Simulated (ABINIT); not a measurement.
# Calculated records

```
! title: A GW chain in ABINIT: Ba2H3I (P-3m1)
! method: RPA screening on LDA, plane waves, norm-conserving pseudopotentials (and 2 further levels or steps)
! program: ABINIT 10.8.3
! settings: cutoff 31 Ha, PseudoDojo scalar-relativistic 0.4.1 standard, norm-conserving, ngkpt (3, 3, 1), nband 110, ecuteps 3.9 Ha, inclvkb 2, shiftk (0, 0, 0), symchi 1, awtr 1, frequency ppm, 3×3×1 k-mesh
! cost: 5 runs, 3.2 min in all on 4 MPI ranks of Arm Neoverse V1, shared host
! notes: The program’s warnings: nproc spkpt=  >= nkpt= * nsppol=. The cell and positions are those that the Materials Project relaxed with its own functionals (PBE, PBE+U or r2SCAN), kept fixed. Limits: no spin-orbit coupling. Local fields lower the RPA ε∞ on this mesh from 5.67 to 4.96; a Γ-centred mesh this coarse tends to raise both, most where the direct gap is narrow, while a short band sum lowers them. The 3×3×1 mesh is coarse for this cell, which bears on the long-range parts of exchange and screening.
! LDA gap: 1.96 eV, indirect
! G0W0 gap on the mesh: 3.91 eV
! G0W0 gap over the zone (rigid shift): 3.56 eV
! GW settings: 3×3×1 mesh, 110 bands, screening to 106.1 eV, Godby-Needs plasmon pole
! known limits: short of the basis limit; no spin-orbit coupling; coarse k mesh
CELL_PARAMETERS angstrom
4.53640 0.00000 0.00000
-2.26820 3.92864 0.00000
0.00000 0.00000 8.11955
ATOMIC_POSITIONS crystal
Ba 0.66667 0.33333 0.68472
Ba 0.33333 0.66667 0.31528
H 0.66667 0.33333 0.35610
H 0.33333 0.66667 0.64390
H 0.00000 0.00000 0.50000
I 0.00000 0.00000 0.00000
```

[Long decimals in the printed logs are rounded to 6 places.]

[Logs are printed without paths, hosts, clocks, repeated set-up lines and the standing remarks that a program may print on its own settings, such as how far it seeks lower states.]

[Paths, hosts, dates, memory and timing lines, banners, echoed tables and standing remarks are left out of the program output; an Ansatz launch command may be rebuilt from the run's recorded settings. Measured values are a selection of at most five: reports struck by readers or far from the other reports are left out. None is set beside runs whose start may be inverted or whose files or cutoffs have a known fault.]

[Runs of the session that timed out or met a known fault of the program may be left out.]

[Hosts, paths, dates, database ids (printed as entryN), source tags and the programs' standing remarks are cut or masked in the printed files.]

[G0W0 gaps are taken among the corrected bands and points alone; a level outside them can change the order at an edge.]

[Where Ansatz stands beside ABINIT at settings called matched, ABINIT's density can come from a denser mesh and the files from another edition; pairs whose starting gaps differed by over 0.03 eV were left out, so agreement reads better than it is.]
